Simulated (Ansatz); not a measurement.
# Al2Te3Se2: complex band structure, part 2 of 3

Aim: relax a made-up compound, Al2Te3Se2, and see how good a tunnel barrier it would be. It is built by putting Se for part of the Te in the Al2Te5 structure of space group C2/m, with the volume rescaled by atomic radii. The parent structure comes from the Materials Project.

Ansatz 0.2.0; r2SCAN DFT, plane waves, PAW files (the session's first sound run).

So far. Step 2 (Cell and atoms at rest): The largest force component on a free atom ends at 0.012 eV/Å.

The structure was built from a prototype and need not be the compound's stable phase.

## Step 3: The bulk crystal and its band edges

The energy window and the wavevectors of the next steps follow from the band edges, so these are searched first, off the mesh as well.

Contents of input.yaml:

```yaml
crystal:
  lattice:
    - [6.8564098842, -2.0194833486, -0.0124937107]
    - [6.8564098842, 2.0194833486, -0.0124937107]
    - [-6.0763610302, 0.0, 7.9781996261]
  atoms:
    - { symbol: Al, position: [0.3715487958, 0.3715487958, 0.6035992251] }
    - { symbol: Al, position: [0.6335656986, 0.6335656986, 0.4056336789] }
    - { symbol: Se, position: [0.5717502871, 0.5717502871, 0.853481623] }
    - { symbol: Te, position: [0.4203040077, 0.4203040077, 0.1177128527] }
    - { symbol: Te, position: [0.0043543096, 0.0043543096, -0.0119594359] }
    - { symbol: Te, position: [0.178468122, 0.178468122, 0.6070143081] }
    - { symbol: Se, position: [0.8200087792, 0.8200087792, 0.4245177481] }
kpoints:
  mp_grid: { grid: [6, 6, 4] }
  band_path: { path: [VBM, CBM], npoints: 30 }
scf:
  occupations: { method: fixed }
hamiltonian:
  xc: r2scan
output:
  eigenvalues: true
  write_potential: true
  write_density: true
  volumetric_format: npy
  elf: true
```

Command:

```
$ ansatz run input.yaml --threads 2 --pin off --max-ram 4096MiB --backend cpu --events-out ev --progress --plain --runs-dir out
```

Numbers of over 12 decimals in the logs are rounded to 6 here.

The log of the run:

```text
[...]
Crystal: 7 atoms, lattice volume = 220.632 Å³
Basis set: ecut = 500 eV, 5609 PW (Γ), FFT grids on a1−a2, a2, a1+a3, exchange–correlation on 120×216×256 points (64 copies of the dense FFT grid, shifted against one another)
Bands: 52, of which v1, the nominal top of the filled ones, is band 43 counted from 1 (42 counted from 0)
Symmetry: 2 space group operations
[...]
k-points: 47 of 144 (time reversal used)
[...]
SCF iter   1: F=—  HF=-33025.338374 eV  |F-HF|=—  |Δ(HF+E_count)|=         —  Δρ=3.70e-3  dr2=8.16e-2  dr2_τ=2.03e-2  ethr=1.77e-3  ⟨swp⟩=5.3  Hψ=8056  notcnv=0  defer=324
[...]
SCF iter   8: F=-33025.389394 eV  HF=-33025.389394 eV  |F-HF|=1.23e-8  |Δ(HF+E_count)|=   1.78e-7  Δρ=3.07e-6  dr2=3.58e-8  dr2_τ=5.93e-10  ethr=1.16e-10  ⟨swp⟩=12.3  Hψ=10165  notcnv=0
SCF 1 converged in 8 iterations: F = -33025.389394 eV  dr2 = 3.58e-8
[...]
NSCF: frozen V_eff on 68 k-points
[...]
SCF converged after 8 iterations
Free energy (F): -33025.389394 eV
[...]
Internal energy: -33025.389394 eV  (E = F + TS)
E sigma→0 (E₀):  -33025.389394 eV
Fermi energy:    5.721717 eV
[...]
--- Band table (eV; the first three rows and the last of 47) ---
  k-point 0: bands = [... 39 lower, 4.2482, 4.8636, 4.9001, 5.1814, 7.6003, 7.9097, 8.0339, 8.5767, ... 5 higher]
  k-point 1: bands = [... 39 lower, 4.1919, 4.9620, 4.9658, 5.4900, 7.5094, 7.8252, 7.9861, 8.8672, ... 5 higher]
  k-point 2: bands = [... 39 lower, 4.1408, 5.0252, 5.0720, 5.7217, 7.4413, 7.7177, 7.9384, 9.0675, ... 5 higher]
  k-point 46: bands = [... 39 lower, 4.3393, 4.9935, 5.0838, 5.1692, 7.3636, 7.6082, 7.8575, 8.3180, ... 5 higher]
```

Elapsed: 4.3 min, on 2 threads of Arm Neoverse V1, shared host; peak memory 1.3 GiB; 8.6 min of CPU time.

Numbers from this step:

```yaml
fermi_energy: 5.722 eV
gap_on_the_k_mesh: 1.623 eV
gap_on_path: 1.574 eV, by band count; negative where bands overlap
direct_gap_on_path: 1.720 eV
edge_places_on_path: 0, 0.5547 1/A along the path
```

Electronic bands along the path, in eV, zero at the Fermi level (highest filled level under fixed occupations); v1 is the highest filled band, c1 the lowest empty one:

```csv
point,v4,v3,v2,v1,c1,c2,c3,c4
VBM,-1.58,-0.70,-0.65,0.00,1.72,2.00,2.22,3.35
halfway,-1.48,-0.84,-0.79,-0.39,1.88,2.08,2.28,3.04
CBM,-1.46,-0.72,-0.70,-0.39,1.57,2.11,2.20,2.98
```

Valence density in the ac plane of the conventional cell at fractional y = 0.000, with atoms of Al and Se and Te within 0.2 Å of it. It is the smooth field of the valence electrons, not physical close to the nuclei.

Ten steps, logarithmic in the rise over the least value, from '0' (0 e/Å³) to '9' (34 e/Å³), each cell a mean:
```
863100000000111100000012211000000001257
531000000000000000001234421000000001356
110000000000000000012588521000000011233
000000000000000000014898410000000011111
000000000000000000125763100000000000000
000000001111000001223321000000000000000
000000122221100011222100000000000000000
000001355421100001110000000000000000000
000013677421100000000000000000000000000
000136886311100000000000000000000000000
000136653111000000000000000000001111100
001123321100000000000000000000113332100
000111110000000000000000000011257742100
000010000000000000000000000112589731000
000000000000000000000000000123687410000
000000000000000000000100001123443100000
000000000000000000011110000112211000000
000000000000000001111110000001000000000
000000000000000123322100000000000000000
000000000000001256531100000000000000000
011110000000013677521000000000000000000
122210000000125786310000000000000000001
565210000000125653100000000000000000013
775210000000123321000000000000000000136
```
Columns run along a (13.7 Å), rows up along c (10.0 Å), edges of the conventional cell, whose origin can differ from the input's. Atoms in or near the plane, at fractional coordinates: Al at (0.37, 0.60), Al at (0.63, 0.41), Se at (0.57, 0.85), Te at (0.42, 0.12), Te at (0.00, 0.99), Te at (0.18, 0.61), Se at (0.82, 0.42).

Electrostatic potential energy in the ac plane of the conventional cell at fractional y = 0.000, with atoms of Al and Se and Te within 0.2 Å of it. With pseudopotentials it is smooth inside the atoms' cores, unlike the true potential.

Ten even steps from '0' (-13 eV) to '9' (11 eV), each cell a mean:
```
981589999998755688999864247999999986179
514899999999888899998411016999999984189
268999999999999999973144127999999984011
789999999999999999840453159999999986545
999999999988999998611321589999999998888
999999987667898877510026999999999999999
999998631026886434555689999999999999999
999985157305751001578999999999999999999
999842899416413411689999999999999999999
998617998155125304789999998888888888899
997329961462022047899999876667887546799
987202125763002578999988632247741002799
987533578865557889999874110046203303899
998878888877788999998741342153045306899
999988999888999999998512531450243158999
999999999999999999987401114640001689999
999999999999999999876421367864358999999
999999999999999986545666789988899999999
999999999999998631003688999999999999999
988899999999985158703789999999999999999
765678999999851799706899999999999999998
200158999999725998248999999999999999986
586058999998506861489999999999999999841
996169999998510125889998888999999998417
```
Columns run along a (13.7 Å; values clipped at the 3rd and 97th percentile), rows up along c (10.0 Å), edges of the conventional cell, whose origin can differ from the input's. Atoms in or near the plane, at fractional coordinates: Al at (0.37, 0.60), Al at (0.63, 0.41), Se at (0.57, 0.85), Te at (0.42, 0.12), Te at (0.00, 0.99), Te at (0.18, 0.61), Se at (0.82, 0.42).

ELF in the ac plane of the conventional cell at fractional y = 0.000, with atoms of Al and Se and Te within 0.2 Å of it. It is the smooth field of the valence electrons, not physical close to the nuclei.

Ten even steps from '0' (0.01) to '9' (0.89), each cell a mean:
```
014420000157776653102478898740000135520
243200000134554310025787899730000367521
431000000001110000257644799620002688755
310000000011000002577325897300003799875
000000025665320025786568973000003788742
000001578887642247998888630000001344210
000037876667864479998875100000000000000
000377642358973248987531000000000000000
003775200369940015753100000110000133310
016762001589611013310000012210013566531
037641124686100111000001233211256788741
157643446652112210000012342224677788740
156665554321222100000123210268864578730
246666531111111000000121001699732588610
123443200000000000013420104998646997300
001110000000000001357862137998889984000
000000000000000135689996446889999730000
000000000000002577779996324688985200000
001245420000147765457863102355420000000
124789741001477631245631000011000000000
357899851004885200245410000000000000011
456799720027873001354200000000000000123
223687300058863224542001233310000001233
003663100168865555410135677630000012441
```
Columns run along a (13.7 Å), rows up along c (10.0 Å), edges of the conventional cell, whose origin can differ from the input's. Atoms in or near the plane, at fractional coordinates: Al at (0.37, 0.60), Al at (0.63, 0.41), Se at (0.57, 0.85), Te at (0.42, 0.12), Te at (0.00, 0.99), Te at (0.18, 0.61), Se at (0.82, 0.42).

The searched edges give 1.57 eV, under the 1.62 eV of the mesh, which misses an edge.

## Step 4: Complex bands, plane (001), k-mesh 6×6×6

This step: r2SCAN DFT, plane waves, PAW files; complex bands by layer matching along the plane's normal (Ansatz 0.2.0).

The same crystal is laid in a cell whose first two vectors span the (001) plane (indices of the standard conventional cell, whose axes can be ordered otherwise than in the bulk input). At fixed energy and wavevector in the plane the solver finds all kz, real and complex. A few wavevectors are listed, (0, 0) and (0, 0.2344) in units of the plane's reciprocal vectors; the slowest state needn't be among them.

Contents of input.yaml:

```yaml
crystal:
  lattice:
    - [4.038966697, 0.0, 0.0]
    - [2.019483349, 6.856421267, 0.0]
    - [2.019483349, 0.76553252, 7.967114089]
  atoms:
    - { symbol: Al, position: [0.6284512042, 0.1394983665, 0.6035992251] }
    - { symbol: Al, position: [0.3664343014, 0.8614977183, 0.4056336789] }
    - { symbol: Se, position: [0.4282497129, 0.2900189512, 0.853481623] }
    - { symbol: Te, position: [0.5796959923, 0.7228951627, 0.1177128527] }
    - { symbol: Te, position: [0.9956456904, 0.0206680551, 0.9880405641] }
    - { symbol: Te, position: [0.821531878, 0.7499219359, 0.6070143081] }
    - { symbol: Se, position: [0.1799912208, 0.2154998103, 0.4245177481] }
kpoints:
  mp_grid: { grid: [6, 6, 6] }
scf:
  occupations: { method: fixed }
hamiltonian:
  xc: r2scan
output:
  eigenvalues: true
  transmission:
    leads: [[0, 0]]
    kpoints: [[0.0, 0.0], [0.0, 0.2344]]
    e_range: [-1.0, 2.57]
    de: 0.07
```

The log of the run:

```text
[...]
Crystal: 7 atoms, lattice volume = 220.632 Å³
Basis set: ecut = 500 eV, 5609 PW (Γ), exchange–correlation on 120×216×256 points (64 copies of the dense FFT grid, shifted against one another)
Bands: 52, of which v1, the nominal top of the filled ones, is band 43 counted from 1 (42 counted from 0)
Symmetry: 2 space group operations
[...]
k-points: 68 of 216 (time reversal used)
[...]
SCF iter   1: F=—  HF=-33025.338377 eV  |F-HF|=—  |Δ(HF+E_count)|=         —  Δρ=3.70e-3  dr2=8.18e-2  dr2_τ=2.03e-2  ethr=1.77e-3  ⟨swp⟩=5.3  Hψ=11670  notcnv=0  defer=465
[...]
SCF iter   8: F=-33025.389391 eV  HF=-33025.389391 eV  |F-HF|=1.26e-8  |Δ(HF+E_count)|=   1.77e-7  Δρ=3.10e-6  dr2=3.64e-8  dr2_τ=6.09e-10  ethr=1.16e-10  ⟨swp⟩=12.5  Hψ=14824  notcnv=0
SCF 1 converged in 8 iterations: F = -33025.389391 eV  dr2 = 3.64e-8
[...]
transmission: 11 of 22 steps passed
transmission: 22 of 22 steps passed
SCF converged after 8 iterations
Free energy (F): -33025.389391 eV
[...]
Internal energy: -33025.389391 eV  (E = F + TS)
E sigma→0 (E₀):  -33025.389391 eV
Fermi energy:    5.721718 eV
[...]
--- Band table (eV; the first three rows and the last of 68) ---
  k-point 0: bands = [... 39 lower, 4.2482, 4.8636, 4.9001, 5.1814, 7.6003, 7.9097, 8.0339, 8.5767, ... 5 higher]
  k-point 1: bands = [... 39 lower, 4.2192, 4.9115, 4.9340, 5.3514, 7.5443, 7.8794, 8.0100, 8.7325, ... 5 higher]
  k-point 2: bands = [... 39 lower, 4.1659, 4.9961, 5.0164, 5.6109, 7.4787, 7.7677, 7.9622, 8.9772, ... 5 higher]
  k-point 67: bands = [... 39 lower, 3.7487, 4.3403, 4.4619, 4.7158, 8.0380, 8.1949, 8.6842, 9.1465, ... 5 higher]
--- Transmission ---
  basis      : 291 plane waves across, 11 finite elements along
  points     : 2, as listed
  energies   : 52 from -1.000000 to 2.570000 eV about the Fermi level, 0.070000 eV apart; the leads are filled to 0.798138 eV, and channels, transmission and decay are at 0.820000 eV
  crystal 0  : Se2Te3Al2, at the sites [0, 0], period 7.9671 Å: whole cells are its period
    offset         : up to 0.0000 Å between an atom of the period and one for which it stands
    channels       : 0.000000e0 a spin
    conductance    : none, the energies end too early or step too widely for 300 K: set another output.transmission.e_range or a lower de, or, where they end at an eighth of basis.ecutwfc, a higher one
    slowest decay  : 0.2282 /Å at (0.0000, 0.2344)
```

Elapsed: 2.7 min, on 2 threads; peak memory 1.5 GiB; 5.4 min of CPU time.

This step gave:

* gap on the k-mesh: 1.596 eV
* level to which the leads are filled: 0.7981 eV from the Fermi level
* decay constant at the filling level, zone centre: 0.2552 Å⁻¹
* decay constant at the filling level, slowest listed point: 0.2282 Å⁻¹

K parallel (0, 0); values up to 1.5 1/Å, a degenerate pair printed once or twice; energies at which all values exceed this have no row. Im kz of the slowest decaying states against energy, zero at the highest filled level on the SCF mesh:

```
energy (eV)  decay 1 (Å⁻¹)  decay 2 (Å⁻¹)  decay 3 (Å⁻¹)  decay 4 (Å⁻¹)
      -1.00          0.114          0.175          0.221          0.597
      -0.79          0.155          0.599          0.833           1.12
      -0.65         0.0902          0.153          0.223          0.600
      -0.44          0.220          0.259          0.312          0.600
      -0.30          0.272          0.274          0.363          0.599
      -0.09          0.291          0.329          0.413          0.596
      -0.02          0.295          0.345          0.425          0.595
       0.05         0.0844          0.299          0.360          0.436
       0.26          0.181          0.310          0.403          0.460
       0.40          0.214          0.316          0.432          0.471
       0.61          0.243          0.325          0.477          0.480
       0.82          0.255          0.343          0.431          0.481
       0.96          0.256          0.373          0.477          0.573
       1.17          0.246          0.350          0.465          0.559
       1.31          0.232          0.333          0.453          0.542
       1.52          0.191          0.298          0.427          0.517
       1.66          0.126          0.259          0.403          0.503
       1.87          0.206          0.351          0.486          0.550
       2.01          0.113          0.277          0.296          0.476
       2.22         0.0921          0.328          0.460          0.535
       2.36          0.146          0.165          0.339          0.448
       2.57          0.170          0.318          0.343          0.428
```

K parallel (0, 0.2344); values up to 1.5 1/Å, a degenerate pair printed once or twice; energies at which all values exceed this have no row. Im kz of the slowest decaying states against energy, zero at the highest filled level on the SCF mesh:

```
energy (eV)  decay 1 (Å⁻¹)  decay 2 (Å⁻¹)  decay 3 (Å⁻¹)  decay 4 (Å⁻¹)
     -1.000          0.132          0.135          0.235          0.284
     -0.790         0.0949          0.133          0.252          0.575
     -0.580         0.0374          0.150          0.226          0.267
     -0.370          0.192          0.301          0.346          0.549
     -0.230          0.209          0.323          0.386          0.539
     -0.020         0.0851          0.226          0.346          0.423
      0.190          0.177          0.235          0.358          0.446
      0.400          0.220          0.238          0.362          0.458
      0.610          0.236          0.242          0.358          0.464
      0.820          0.228          0.251          0.348          0.464
      1.030          0.214          0.247          0.332          0.451
      1.170          0.198          0.238          0.318          0.441
      1.380          0.156          0.213          0.290          0.425
      1.590          0.162          0.253          0.408          0.409
      1.800         0.0952          0.221          0.367          0.391
      2.010          0.125          0.198          0.288          0.373
      2.220          0.154          0.159          0.198          0.355
      2.430          0.175          0.200          0.224          0.326
```

At the listed wavevectors the last open channel is at -0.02 eV and the next at +1.59 eV on the grid. At +0.82 eV, the grid energy nearest the filling level (the middle of the gap on the SCF mesh), the slowest state at the listed wavevectors decays with κ = 0.228 Å⁻¹, its amplitude falling by e over 4.4 Å. Through 1 nm of this crystal that state's transmission falls by exp(−2 × 0.228 Å⁻¹ × 10 Å) = 0.010.

## Step 5: Decay over the two-dimensional zone

The listed points could miss the slowest state, so one energy near mid-gap is solved on a mesh of 12×8.

input.yaml: that of step 4 with these lines changed.

```diff
@@ -21,6 +21,2 @@
   eigenvalues: true
-  transmission:
-    leads: [[0, 0]]
-    kpoints: [[0.0, 0.0], [0.0, 0.2344]]
-    e_range: [-1.0, 2.57]
-    de: 0.07
+  transmission: { leads: [[0, 0]], kmesh: [12, 8], e_range: [0.79, 0.8], de: 0.05 }
```

The log of the run:

```text
[...]
Crystal: 7 atoms, lattice volume = 220.632 Å³
Basis set: ecut = 500 eV, 5609 PW (Γ), exchange–correlation on 120×216×256 points (64 copies of the dense FFT grid, shifted against one another)
Bands: 52, of which v1, the nominal top of the filled ones, is band 43 counted from 1 (42 counted from 0)
Symmetry: 2 space group operations
[...]
k-points: 68 of 216 (time reversal used)
[...]
SCF iter   1: F=—  HF=-33025.338377 eV  |F-HF|=—  |Δ(HF+E_count)|=         —  Δρ=3.70e-3  dr2=8.18e-2  dr2_τ=2.03e-2  ethr=1.77e-3  ⟨swp⟩=5.3  Hψ=11670  notcnv=0  defer=465
[...]
SCF iter   8: F=-33025.389391 eV  HF=-33025.389391 eV  |F-HF|=1.26e-8  |Δ(HF+E_count)|=   1.77e-7  Δρ=3.10e-6  dr2=3.64e-8  dr2_τ=6.09e-10  ethr=1.16e-10  ⟨swp⟩=12.5  Hψ=14824  notcnv=0
SCF 1 converged in 8 iterations: F = -33025.389391 eV  dr2 = 3.64e-8
[...]
transmission: 88 of 550 steps passed
transmission: 132 of 550 steps passed
[...]
transmission: 550 of 550 steps passed
SCF converged after 8 iterations
Free energy (F): -33025.389391 eV
[...]
Internal energy: -33025.389391 eV  (E = F + TS)
E sigma→0 (E₀):  -33025.389391 eV
Fermi energy:    5.721718 eV
[...]
--- Band table (eV; the first three rows and the last of 68) ---
  k-point 0: bands = [... 39 lower, 4.2482, 4.8636, 4.9001, 5.1814, 7.6003, 7.9097, 8.0339, 8.5767, ... 5 higher]
  k-point 1: bands = [... 39 lower, 4.2192, 4.9115, 4.9340, 5.3514, 7.5443, 7.8794, 8.0100, 8.7325, ... 5 higher]
  k-point 2: bands = [... 39 lower, 4.1659, 4.9961, 5.0164, 5.6109, 7.4787, 7.7677, 7.9622, 8.9772, ... 5 higher]
  k-point 67: bands = [... 39 lower, 3.7487, 4.3403, 4.4619, 4.7158, 8.0380, 8.1949, 8.6842, 9.1465, ... 5 higher]
--- Transmission ---
  basis      : 291 plane waves across, 11 finite elements along
  points     : 50, standing for a mesh of 12 x 8
  energies   : 1 from 0.790000 to 0.790000 eV about the Fermi level; the leads are filled to 0.798138 eV, and channels, transmission and decay are at 0.790000 eV
  crystal 0  : Se2Te3Al2, at the sites [0, 0], period 7.9671 Å: whole cells are its period
[...]
channels       : 0.000000e0 a spin
    conductance    : none, crystal 0 has no channel at the energies, or these end too early or step too widely for 300 K: set another output.transmission.e_range or a lower de, or, where they end at an eighth of basis.ecutwfc, a higher one
    slowest decay  : 0.2262 /Å at (0.1667, 0.1250)
```

It took 5.6 min on 2 threads; peak memory 1.7 GiB.

This step gave:

| Item | Value |
| --- | --- |
| least decay constant on the mesh | 0.2262 Å⁻¹ |

Slowest decay constant (1/Å; 0 where a channel is open) over k1 and k2. At 0.7900 eV from the Fermi level.

Ten even steps from '0' (0.226) to '9' (0.309):
```
469698466674
568675033585
459643240685
347506360574
458604234695
558533057686
447666489696
349688688694
```
Columns: k1 (b1) from -0.5 to 0.417; rows upwards: k2 (b2) from -0.5 to 0.375.

The least value on the mesh is 0.226 Å⁻¹ at +0.79 eV. At that energy the listed points give about 0.230 Å⁻¹ by interpolation, so the mesh holds no clearly slower state.

(Continued in part 3 of 3.)

[Logs are printed without paths, hosts, clocks, repeated set-up lines and the standing remarks that a program may print on its own settings, such as how far it seeks lower states.]

[Hosts, paths, dates, database ids (printed as entryN), source tags and the programs' standing remarks are cut or masked in the printed files.]
